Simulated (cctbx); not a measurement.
# SrMg16Mn12: as given, inverted or twinned?

Space group R3m (no. 160), a = 15.0370 Å, b = 15.0370 Å, c = 8.7220 Å, α = 90.00°, β = 90.00°, γ = 120.00°.

| atom | mult. | x | y | z | Ueq (Å²) |
| --- | --- | --- | --- | --- | --- |
| Sr1 | 3 | 0 | 0 | 0.6240 | 0.0036 |
| Mn1 | 18 | 0.8535 | 0.5168 | 0.1528 | 0.0032 |
| Mn2 | 9 | 0.7283 | 0.4565 | 0.6412 | 0.0038 |
| Mn3 | 9 | 0.7852 | 0.5704 | 0.3987 | 0.0029 |
| Mg1 | 18 | 0.0267 | 0.6589 | 0.9733 | 0.0060 |
| Mg2 | 9 | 0.2228 | 0.7772 | 0.1647 | 0.0061 |
| Mg3 | 9 | 0.2172 | 0.7828 | 0.7879 | 0.0041 |
| Mg4 | 9 | 0.8011 | 0.6021 | 0.8962 | 0.0060 |
| Mg5 | 3 | 0 | 0 | 0.0132 | 0.0038 |

The model is made up (kin elements in a known structure type, no relaxation), so it says nothing on whether the phase exists.

Data sets are simulated with cctbx and refined with Bijvoet mates kept apart; Flack x is then fitted as the share of an inverted twin with the atoms fixed, Hooft y from the Bijvoet differences. The group is acentric but holds improper operations, so there is an absolute structure (orientation) and no hand.

Untwinned crystal. What Flack and Hooft values should come out?

| λ (Å) | extinction (unmodelled) | d min (Å) | top counts | error (%) | model | R1 | Flack x | s.u. | Hooft y | s.u. | pairs |
| --- | --- | --- | --- | --- | --- | --- | --- | --- | --- | --- | --- |
| 0.71073 | 0 | 0.77 | 5000 | 2 | as given | 0.0133 | -0.002 | 0.007 | -0.001 | 0.008 | 483 |
| 0.71073 | 0 | 0.77 | 5000 | 2 | inverted | 0.0664 | 1.007 | 0.009 | 1.021 | 0.008 | 483 |
| 1.54184 | 0 | 0.83 | 40000 | 1.5 | as given | 0.0051 | 0.001 | 0.0007 | -0.003 | 0.002 | 385 |

With Mo Kα, x is within 3 s.u. of 0, so the absolute structure is right. With Cu Kα, x is within 3 s.u. of 0, so the absolute structure is right. Inverting the model turns x into about 1 − x.

A further crystal gives:

```csv
λ (Å),extinction (unmodelled),d min (Å),top counts,error (%),model,R1,Flack x,s.u.,Hooft y,s.u.,pairs
1.54184,0.3,0.83,40000,4,as given,0.0341,0.301,0.003,0.301,0.003,386
```

**Question.** What is it?

It was simulated as an inversion twin with a fraction 0.3 of the inverted domain. Flack x is over 3 s.u. from both 0 and 1 and reads that fraction.

[Logs are printed without paths, hosts, clocks, repeated set-up lines and the standing remarks that a program may print on its own settings, such as how far it seeks lower states.]
